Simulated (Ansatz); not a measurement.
**Th3Ga2 (P4/mbm): following an unstable mode**

Which phase does Th3Ga2 (P4/mbm) fall into along its unstable mode, and how much energy does it gain?

Calculated with Ansatz 0.2.0; DFT PBEsol, scalar-relativistic, plane waves, PAW.

This is a report of a sequence of runs, with most program output left out.

### Step 1. Set-up

The structure is tetragonal, space group P4/mbm (No. 127). Conventional cell: a = 7.992 Å, b = 7.992 Å, c = 4.233 Å, α = 90.00°, β = 90.00°, γ = 90.00°. Nearest to Th lie 4 Ga at 3.19 Å. Th has 6 Ga at 3.14 to 3.20 Å nearest. Nearest to Ga lie 1 Ga at 2.67 Å and 8 Th at 3.14 to 3.20 Å. Farther neighbours are not listed.

### Step 2. The dispersion

The volume is held at that of the database entry; atoms and shape were relaxed in runs that are not shown. Stability and thermal properties need the whole zone. Linear response on a 2×2×4 q mesh gives force constants as far as a supercell of that size would.

input.yaml

```yaml
crystal:
  lattice:
    - [7.9917443991, 0.0, 0.0]
    - [0.0, 7.9917443991, 0.0]
    - [0.0, 0.0, 4.2327314278]
  atoms:
    - { symbol: Th, position: [0.0, 0.0, 0.0] }
    - { symbol: Th, position: [0.5, 0.5, 0.0] }
    - { symbol: Th, position: [0.1760402966, 0.6760402966, 0.5] }
    - { symbol: Th, position: [0.3239597034, 0.1760402966, 0.5] }
    - { symbol: Th, position: [0.8239597034, 0.3239597034, 0.5] }
    - { symbol: Th, position: [0.6760402966, 0.8239597034, 0.5] }
    - { symbol: Ga, position: [0.3817816704, 0.8817816704, 0.0] }
    - { symbol: Ga, position: [0.1182183296, 0.3817816704, 0.0] }
    - { symbol: Ga, position: [0.6182183296, 0.1182183296, 0.0] }
    - { symbol: Ga, position: [0.8817816704, 0.6182183296, 0.0] }
kpoints:
  mp_grid: { grid: [6, 6, 8] }
hamiltonian:
  xc: pbesol
scf:
  occupations: { method: methfessel_paxton, width: 0.2 }
output:
  eigenvalues: true
phonons:
  method: dfpt
  qmesh: [2, 2, 4]
  temperatures: { t_max: 400, t_step: 50 }
  qpath:
    path:
      - [[0.0, 0.0, 0.0], [0.0, 0.5, 0.0], [0.5, 0.5, 0.0], [0.0, 0.0, 0.0], [0.0, 0.0, 0.5], [0.0, 0.5, 0.5], [0.5, 0.5, 0.5], [0.0, 0.0, 0.5]]
      - [[0.0, 0.5, 0.0], [0.0, 0.5, 0.5]]
      - [[0.5, 0.5, 0.0], [0.5, 0.5, 0.5]]
    npoints: 10
```

On the command line:

```bash
> ansatz run input.yaml --threads 6 --pin off --max-ram 40960MiB --backend cuda --events-out ev --progress --plain --runs-dir out
```

It took 88 s on 1 × NVIDIA H100 80GB HBM3 with 6 threads of AMD EPYC 7R13 (Zen 3), shared host; peak memory 8.9 GiB.

This step gave:

* volume per atom: 27.03 Å³
* gap on the k-mesh: 0 eV
* sum-rule residual before enforcement: 2.67e-5 eV/Å²
* lowest frequency on the path: -42.72 cm⁻¹
* point group: 4/mmm
* highest frequency on the path or at a solved wavevector: 172.7 cm⁻¹
* highest optical mode at the zone centre (no LO-TO term): 172.7 cm⁻¹
* lowest optical zone-centre mode: 13.41 cm⁻¹
* lowest mode on the q mesh (acoustic modes at Γ apart): -42.72 cm⁻¹

Frequencies (cm⁻¹) solved at each irreducible wavevector; negative means imaginary. Frequencies by wavevector, by row:

| q in reciprocal lattice units | star | mode 1 | mode 2 | mode 3 | mode 4 | mode 28 | mode 29 | mode 30 |
| --- | --- | --- | --- | --- | --- | --- | --- | --- |
| 0 0 0 | 1 | 0 | 0 | 0 | 13.4 | 139.9 | 171.3 | 172.7 |
| 0 0 0.25 | 2 | -30.9 | 33.3 | 35.9 | 35.9 | 140.3 | 169.4 | 172.3 |
| 0 0 -0.5 | 1 | -42.7 | -16.1 | 37.5 | 48.8 | 139.5 | 171.4 | 172.7 |
| 0 -0.5 0 | 2 | 27.1 | 27.1 | 27.6 | 27.6 | 137.3 | 169.2 | 169.2 |
| 0 -0.5 0.25 | 4 | 7.2 | 7.2 | 40 | 40 | 140.6 | 168.6 | 168.6 |
| 0 -0.5 -0.5 | 2 | -25.4 | -25.4 | 50.3 | 50.3 | 139.6 | 168.6 | 168.6 |
| -0.5 -0.5 0 | 1 | 26.7 | 26.7 | 42.2 | 42.2 | 138 | 164.6 | 164.6 |
| -0.5 -0.5 0.25 | 2 | 16.5 | 16.5 | 46.4 | 46.4 | 141.1 | 165.6 | 165.6 |
| -0.5 -0.5 -0.5 | 1 | 5.9 | 5.9 | 52.6 | 52.6 | 140.1 | 163.5 | 163.5 |

Interpolated from a 2×2×4 q mesh. Phonon branches along the path, in cm⁻¹:

| point | branch 1 | branch 2 | branch 3 | branch 4 | branch 27 | branch 28 | branch 29 | branch 30 |
| --- | --- | --- | --- | --- | --- | --- | --- | --- |
| Γ | 0 | 0 | 0 | 13 | 136 | 140 | 171 | 173 |
| halfway | 14 | 20 | 20 | 32 | 136 | 139 | 170 | 171 |
| X | 27 | 27 | 28 | 28 | 137 | 137 | 169 | 169 |
| halfway | 27 | 27 | 34 | 34 | 138 | 138 | 167 | 167 |
| M | 27 | 27 | 42 | 42 | 138 | 138 | 165 | 165 |
| halfway | 22 | 23 | 25 | 44 | 137 | 138 | 168 | 169 |
| Γ | 0 | 0 | 0 | 13 | 136 | 140 | 171 | 173 |
| halfway | -31 | 33 | 36 | 36 | 140 | 140 | 169 | 172 |
| Z | -43 | -16 | 38 | 49 | 140 | 140 | 171 | 173 |
| halfway | -37 | -17 | 43 | 50 | 139 | 139 | 170 | 171 |
| R | -25 | -25 | 50 | 50 | 140 | 140 | 169 | 169 |
| halfway | -17 | -17 | 52 | 52 | 140 | 140 | 166 | 166 |
| A | 6 | 6 | 53 | 53 | 140 | 140 | 164 | 164 |
| halfway | -31 | -13 | 47 | 50 | 139 | 140 | 168 | 169 |
| Z | -43 | -16 | 38 | 49 | 140 | 140 | 171 | 173 |
| jump to X | 27 | 27 | 28 | 28 | 137 | 137 | 169 | 169 |
| halfway | 7 | 7 | 40 | 40 | 141 | 141 | 169 | 169 |
| R | -25 | -25 | 50 | 50 | 140 | 140 | 169 | 169 |
| jump to M | 27 | 27 | 42 | 42 | 138 | 138 | 165 | 165 |
| halfway | 16 | 16 | 46 | 46 | 141 | 141 | 166 | 166 |
| A | 6 | 6 | 53 | 53 | 140 | 140 | 164 | 164 |

Symmetry leaves 9 wavevectors to solve. The lowest mode among them, the acoustic zeros apart, lies at q = (0, 0, -0.5) and is imaginary, 42.7i cm⁻¹, so the energy falls along it.

### Step 3. The mode frozen in, largest atomic shift 0 Å

The mode followed lies at q = (0, 0, -0.5) with frequency 42.7i cm⁻¹, the softest among the wavevectors solved. At small amplitude the distorted cell has space group no. 128 by a symmetry search on the positions. The undistorted cell that holds it gives the zero of energy on the same k mesh.

System of this step: Th3Ga2. Symmetry: P4/mbm, No. 127, tetragonal system. The conventional cell has a = 7.992 Å, b = 7.992 Å, c = 4.233 Å, α = 90.00°, β = 90.00°, γ = 90.00°. Th has 4 Ga at 3.19 Å nearest. Th has 6 Ga at 3.14 to 3.20 Å nearest. Ga has 1 Ga at 2.67 Å and 8 Th at 3.14 to 3.20 Å nearest. Farther neighbours are not listed.

input.yaml

```yaml
crystal:
  lattice:
    - [7.9917443991, 0.0, 0.0]
    - [0.0, 7.9917443991, 0.0]
    - [0.0, 0.0, 8.4654628555]
  atoms:
    - { symbol: Th, position: [0.0, 0.0, 0.0] }
    - { symbol: Th, position: [0.0, 0.0, 0.5] }
    - { symbol: Th, position: [0.5, 0.5, 0.0] }
    - { symbol: Th, position: [0.5, 0.5, 0.5] }
    - { symbol: Th, position: [0.1760402966, 0.6760402966, 0.25] }
    - { symbol: Th, position: [0.1760402966, 0.6760402966, 0.75] }
    - { symbol: Th, position: [0.3239597034, 0.1760402966, 0.25] }
    - { symbol: Th, position: [0.3239597034, 0.1760402966, 0.75] }
    - { symbol: Th, position: [0.8239597034, 0.3239597034, 0.25] }
    - { symbol: Th, position: [0.8239597034, 0.3239597034, 0.75] }
    - { symbol: Th, position: [0.6760402966, 0.8239597034, 0.25] }
    - { symbol: Th, position: [0.6760402966, 0.8239597034, 0.75] }
    - { symbol: Ga, position: [0.3817816704, 0.8817816704, 0.0] }
    - { symbol: Ga, position: [0.3817816704, 0.8817816704, 0.5] }
    - { symbol: Ga, position: [0.1182183296, 0.3817816704, 0.0] }
    - { symbol: Ga, position: [0.1182183296, 0.3817816704, 0.5] }
    - { symbol: Ga, position: [0.6182183296, 0.1182183296, 0.0] }
    - { symbol: Ga, position: [0.6182183296, 0.1182183296, 0.5] }
    - { symbol: Ga, position: [0.8817816704, 0.6182183296, 0.0] }
    - { symbol: Ga, position: [0.8817816704, 0.6182183296, 0.5] }
kpoints:
  mp_grid: { grid: [6, 6, 4] }
hamiltonian:
  xc: pbesol
scf:
  occupations: { method: methfessel_paxton, width: 0.2 }
output:
  forces: true
  stress: true
  eigenvalues: true
```

It took 8.5 s on 1 × NVIDIA H100 80GB HBM3 with 6 threads; peak memory 1.2 GiB; 20 s of CPU time.

This step gave:

| Item | Value |
| --- | --- |
| pressure | -3.122 GPa |
| energy from the undistorted cell | 0 meV/atom |

The run ends at a pressure of -3.12 GPa, with forces up to 0.0012 eV/Å.

### Step 4. The mode frozen in, largest atomic shift 0.22 Å

The atoms are moved along the unstable eigenvector, the largest shift by 0.22 Å, with the cell fixed.

input.yaml

```yaml
crystal:
  lattice:
    - [7.9917443991, 0.0, 0.0]
    - [0.0, 7.9917443991, 0.0]
    - [0.0, 0.0, 8.4654628555]
  atoms:
    - { symbol: Th, position: [0.0, 0.0, -0.025987947] }
    - { symbol: Th, position: [0.0, 0.0, 0.525987947] }
    - { symbol: Th, position: [0.5, 0.5, 0.025987947] }
    - { symbol: Th, position: [0.5, 0.5, 0.474012053] }
    - { symbol: Th, position: [0.1721532076, 0.6799273857, 0.25] }
    - { symbol: Th, position: [0.1799273857, 0.6721532076, 0.75] }
    - { symbol: Th, position: [0.3200726143, 0.1721532076, 0.25] }
    - { symbol: Th, position: [0.3278467924, 0.1799273857, 0.75] }
    - { symbol: Th, position: [0.8278467924, 0.3200726143, 0.25] }
    - { symbol: Th, position: [0.8200726143, 0.3278467924, 0.75] }
    - { symbol: Th, position: [0.6799273857, 0.8278467924, 0.25] }
    - { symbol: Th, position: [0.6721532076, 0.8200726143, 0.75] }
    - { symbol: Ga, position: [0.3817816704, 0.8817816704, 0.0] }
    - { symbol: Ga, position: [0.3817816704, 0.8817816704, 0.5] }
    - { symbol: Ga, position: [0.1182183296, 0.3817816704, 0.0] }
    - { symbol: Ga, position: [0.1182183296, 0.3817816704, 0.5] }
    - { symbol: Ga, position: [0.6182183296, 0.1182183296, 0.0] }
    - { symbol: Ga, position: [0.6182183296, 0.1182183296, 0.5] }
    - { symbol: Ga, position: [0.8817816704, 0.6182183296, 0.0] }
    - { symbol: Ga, position: [0.8817816704, 0.6182183296, 0.5] }
kpoints:
  mp_grid: { grid: [6, 6, 4] }
hamiltonian:
  xc: pbesol
scf:
  occupations: { method: methfessel_paxton, width: 0.2 }
output:
  forces: true
  stress: true
  eigenvalues: true
```

Elapsed: 7.2 s, on 1 × NVIDIA H100 80GB HBM3 with 6 threads; peak memory 1.2 GiB.

Numbers from this step:

| Quantity | Value |
| --- | --- |
| pressure | -3.120 GPa |
| energy from the undistorted cell | -5.172 meV/atom |

The energy, extrapolated to zero smearing, is -5.17 meV/atom against the undistorted cell.

The run ends at a pressure of -3.12 GPa, with forces up to 0.073 eV/Å.

### Step 5. Energy along the mode, all amplitudes (two of the runs are shown above)

An imaginary frequency means negative curvature, so the energy should fall and then rise again as anharmonic terms take over.

Numbers from this step:

```
depth at the lowest point sampled  : 5.172 meV/atom
largest atomic shift at that point : 0.22 Å
```

Energy from the parent against largest atomic shift:

| largest atomic shift (Å) | energy from the parent (meV/atom) |
| --- | --- |
| 0.000 | 0 |
| 0.040 | -0.283 |
| 0.080 | -1.07 |
| 0.140 | -2.86 |
| 0.220 | -5.17 |
| 0.320 | -4.90 |
| 0.450 | 8.60 |

Displacement at unit largest shift by atom:

| atom | x (Å) | y (Å) | z (Å) | size |
| --- | --- | --- | --- | --- |
| Th1 | 0.00 | 0.00 | -1.00 | 1.00 |
| Th2 | 0.00 | 0.00 | 1.00 | 1.00 |
| Th3 | 0.00 | 0.00 | 1.00 | 1.00 |
| Th4 | 0.00 | 0.00 | -1.00 | 1.00 |
| Th5 | -0.14 | 0.14 | 0.00 | 0.20 |
| Th6 | 0.14 | -0.14 | 0.00 | 0.20 |
| Th7 | -0.14 | -0.14 | 0.00 | 0.20 |
| Th8 | 0.14 | 0.14 | 0.00 | 0.20 |
| Th9 | 0.14 | -0.14 | 0.00 | 0.20 |
| Th10 | -0.14 | 0.14 | 0.00 | 0.20 |
| Th11 | 0.14 | 0.14 | 0.00 | 0.20 |
| Th12 | -0.14 | -0.14 | 0.00 | 0.20 |
| Ga13 | 0.00 | 0.00 | 0.00 | 0.00 |
| Ga14 | 0.00 | 0.00 | 0.00 | 0.00 |
| Ga15 | 0.00 | 0.00 | 0.00 | 0.00 |
| Ga16 | 0.00 | 0.00 | 0.00 | 0.00 |
| Ga17 | 0.00 | 0.00 | 0.00 | 0.00 |
| Ga18 | 0.00 | 0.00 | 0.00 | 0.00 |
| Ga19 | 0.00 | 0.00 | 0.00 | 0.00 |
| Ga20 | 0.00 | 0.00 | 0.00 | 0.00 |

The lowest of the steps tried is at 0.22 Å, 5.17 meV/atom below the parent; the bottom of the well need not coincide with a step.

### Step 6. Relaxation from the frozen mode

Starting from the lowest point found, the atoms and the shape of the cell are let go at fixed volume.

input.yaml, as its differences from that of step 4:

```diff
@@ -36 +36,10 @@
   eigenvalues: true
+  write_density: true
+  write_potential: true
+  elf: true
+  volumetric_format: npy
+relax:
+  adjacent_minimum: "off"
+  f_tol: 0.002
+  max_steps: 120
+  cell: { stress_tol: 0.03, fix: [volume] }
```

Elapsed: 26 s, on 1 × NVIDIA H100 80GB HBM3 with 6 threads; peak memory 1.3 GiB; 96 s of CPU time.

Step by step:

| step | energy less that of the first step (eV) | largest force component (eV/Å) | pressure (GPa) | volume (Å³) |
| --- | --- | --- | --- | --- |
| 1 | 0.0000 | 0.0734 | -3.12 | 540.67 |
| 2 | -0.0284 | 0.0279 | -3.13 | 540.67 |
| 3 | -0.0301 | 0.0173 | -3.12 | 540.67 |
| 4 | -0.0304 | 0.0034 | -3.12 | 540.67 |
| 5 | -0.0304 | 0.0014 | -3.12 | 540.67 |
| 6* | -0.0304 | 0.0014 | -3.12 | 540.67 |

Relaxation steps marked * repeat the geometry before them on a plane-wave basis chosen anew for their cell, so energy and pressure can jump there.

The run keeps the 16 symmetry operations that it works with, so distortions that break them were not tested.

| conventional cell, symmetrised | before | after | change |
| --- | --- | --- | --- |
| a (Å) | 7.992 | 7.947 | -0.6 % |
| b (Å) | 7.992 | 7.947 | -0.6 % |
| c (Å) | 8.465 | 8.562 | +1.1 % |
| volume (Å³/atom) | 27.03 | 27.03 | -0.0 % |

The atoms that moved most (Å, as changes of fractional coordinates times the final cell):

| atom | dx | dy | dz | length |
| --- | --- | --- | --- | --- |
| Th3 | 0.000 | 0.000 | 0.069 | 0.069 |
| Th4 | 0.000 | 0.000 | -0.069 | 0.069 |
| Th1 | 0.000 | 0.000 | -0.069 | 0.069 |
| Th2 | 0.000 | 0.000 | 0.069 | 0.069 |
| Th11 | 0.025 | 0.032 | 0.000 | 0.041 |
| Th5 | -0.032 | 0.025 | 0.000 | 0.041 |
| Th9 | 0.032 | -0.025 | 0.000 | 0.041 |
| Th7 | -0.025 | -0.032 | 0.000 | 0.041 |

The relaxed structure:

```cif
data_structure
_symmetry_space_group_name_H-M 'P 1'
_symmetry_Int_Tables_number 1
_cell_length_a 7.9467
_cell_length_b 7.9467
_cell_length_c 8.5617
_cell_angle_alpha 90.000
_cell_angle_beta 90.000
_cell_angle_gamma 90.000
_cell_volume 540.67
loop_
_atom_site_label
_atom_site_type_symbol
_atom_site_fract_x
_atom_site_fract_y
_atom_site_fract_z
_atom_site_occupancy
Th1 Th 0.00000 0.00000 0.96596 1
Th2 Th 0.00000 0.00000 0.53404 1
Th3 Th 0.50000 0.50000 0.03404 1
Th4 Th 0.50000 0.50000 0.46596 1
Th5 Th 0.16808 0.68309 0.25000 1
Th6 Th 0.18309 0.66808 0.75000 1
Th7 Th 0.31691 0.16808 0.25000 1
Th8 Th 0.33192 0.18309 0.75000 1
Th9 Th 0.83192 0.31691 0.25000 1
Th10 Th 0.81691 0.33192 0.75000 1
Th11 Th 0.68309 0.83192 0.25000 1
Th12 Th 0.66808 0.81691 0.75000 1
Ga13 Ga 0.38128 0.88128 0.00000 1
Ga14 Ga 0.38128 0.88128 0.50000 1
Ga15 Ga 0.11872 0.38128 0.00000 1
Ga16 Ga 0.11872 0.38128 0.50000 1
Ga17 Ga 0.61872 0.11872 0.00000 1
Ga18 Ga 0.61872 0.11872 0.50000 1
Ga19 Ga 0.88128 0.61872 0.00000 1
Ga20 Ga 0.88128 0.61872 0.50000 1
```

Valence density in the ab plane at fractional z = 0.000, with atoms of Ga within 0.2 Å of it. It is the smooth field of the valence electrons, not physical close to the nuclei.

Ten steps, logarithmic in the rise over the least value, from '_' (0 e/Å³) to '@' (35 e/Å³), each cell a mean:
```
----::..____..::----..________________::----
----::______::**%%##--..______________..::--
::....______::##@@%%--..________________..::
____________..==##**::______________________
____________....::::..______________________
____________________________________......__
__________________________________..--==--..
..__________________......________::**@@##--
..______________..::::--::..______::##@@%%--
________________..--------::..____..==**++::
____....________::----::----..______........
..::----..______::----::--::..______________
..++%%##--..____..::------::________________
..**@@@@==..______..::::....________________
..==##**--..________________________________
__..::::..__________________________________
________________________......______________
______________________..::====::____________
....__________________..++@@%%==..________..
--::..________________..++@@@@==..____..::::
----::..______________..--++++::..____..----
::----..________....____........______::--::
```
Columns run along a (7.9 Å), rows up along b (7.9 Å). Atoms in or near the plane, at fractional coordinates: Ga at (0.38, 0.88), Ga at (0.12, 0.38), Ga at (0.62, 0.12), Ga at (0.88, 0.62).

Electrostatic potential energy in the ab plane at fractional z = 0.000, with atoms of Ga within 0.2 Å of it. With pseudopotentials it is smooth inside the atoms' cores, unlike the true potential.

Ten even steps from '0' (-58 eV) to '9' (16 eV), each cell a mean:
```
0048998767899999998620
1368997666799999999852
6789997666689999999986
8999997666799999999998
9999999777899999999999
9999999999999999998889
9999999999999999987667
8999999998878999976666
8999999986435799976666
9999999973001589986667
9988999861000379998788
8766799862000489999999
8666689985213689999999
7666689998667899999999
8666789999889999999999
9877899999999999999999
9999999999998889999999
9999999999987667999999
7899999999976666899988
3579999999976666899864
0158999999987667899730
0037999989998778998610
```
Columns run along a (7.9 Å; values clipped at the 3rd and 97th percentile), rows up along b (7.9 Å). Atoms in or near the plane, at fractional coordinates: Ga at (0.38, 0.88), Ga at (0.12, 0.38), Ga at (0.62, 0.12), Ga at (0.88, 0.62).

ELF in the ab plane at fractional z = 0.000, with atoms of Ga within 0.2 Å of it. It is the smooth field of the valence electrons, not physical close to the nuclei.

Ten even steps from '_' (0.07) to '@' (0.79), each cell a mean:
```
--%%@@==::++--::..::--==++====++++--::##@@++
@@@@##----==--______::--++========--::++@@@@
##**--::====::______..--==----------::::==**
::::::--++++--..____::==++--::::--====--::::
------==++++==--::----++++==----==++++++====
++++==--==++++++====++==========++++==----==
==++==::::==++++==--::::::::--++++--::....--
--++--::::--==--::--==++==::::====::______::
--====--====--::--##@@@@@@++::--==::______..
==++==++++++--::**@@%%**@@%%--::==--..__..::
++==----==++--::##@@--__**@@++::++==--::::--
--::..::--====::**@@++--%%@@++::==**++====++
::..____..--==::==@@@@@@@@##--::============
::______..--++--::++####**--::--==------====
--..____::==++==::::::::::::--====--::--==++
==--::::--++++==--------====++++++------==**
++======++++==----==++++==----==++++========
::::--==++==--::--==++--::....--==++==--::::
++--::::--==--::--====--______..--++--::--++
@@%%++::::====----====::______..--==::--##@@
**@@@@==::==++++==++++--..____::====::**@@%%
__**@@++::==++==----====--::----++--::##@@--
```
Columns run along a (7.9 Å), rows up along b (7.9 Å). Atoms in or near the plane, at fractional coordinates: Ga at (0.38, 0.88), Ga at (0.12, 0.38), Ga at (0.62, 0.12), Ga at (0.88, 0.62).

The distorted start has space group P4/mnc; the relaxation ends in P4/mnc.

### Step 7. The phases reached

The phases reached along the modes that were followed are set side by side.

Energies are those of the first relaxation, on the mesh of the frozen mode; space group, volume and gap are those of the last relaxation. Phases, by row:

| mode frozen in | space group | energy from parent (meV/atom) | volume (Å³/atom) | gap on mesh (eV) | lowest zone-centre optical mode (cm⁻¹) | largest shift (Å) |
| --- | --- | --- | --- | --- | --- | --- |
| parent | P4/mbm | 0 | 27.03 | 0 | – | – |
| q = (0, 0, -0.5), 43i cm⁻¹ | P4/mnc | -6.84 | 27.03 | 0 | – | 0.291 |

### Step 8. Outcome

```json
{
  "unstable mode of the parent": "q = (0, 0, -0.5), 43i cm⁻¹",
  "depth at the lowest point sampled": "5.17 meV/atom",
  "largest atomic shift at that point": "0.22 Å",
  "space group reached (within 0.01 Å)": "P4/mnc",
  "energy gained over the parent (first relaxation, on the mesh of the frozen mode)": "6.84 meV/atom",
  "volume per atom, phase reached": "27.0 Å³"
}
```

Along this mode the structure falls into P4/mnc, 6.84 meV/atom below the parent. At the parent's cell the well is 5.172 meV/atom deep on the steps tried, with its lowest point at a shift of 0.22 Å. Relaxing atoms and cell changes the gain by +1.67 meV/atom against the lowest step (energies at zero smearing). The modes of the phase reached were not computed on this path. Each path keeps the symmetry of its pattern, so a lower phase may lie along a pattern not tried. The volume was held at that of the database entry and not relaxed, so the modes belong to a cell under -3.12 GPa at this level. Magnetic starts were tried first and their moments did not last, so the runs shown are non-magnetic; if the real compound is magnetic, its cell and modes can differ much. With no gap, or one that is small against the smearing, the frequencies hang on the k mesh and the smearing, most of all near Kohn anomalies. Spin-orbit coupling is left out, which can matter for the heavy elements here.

[Logs are printed without paths, hosts, clocks, repeated set-up lines and the standing remarks that a program may print on its own settings, such as how far it seeks lower states.]

[Hosts, paths, dates, database ids (printed as entryN), source tags and the programs' standing remarks are cut or masked in the printed files.]
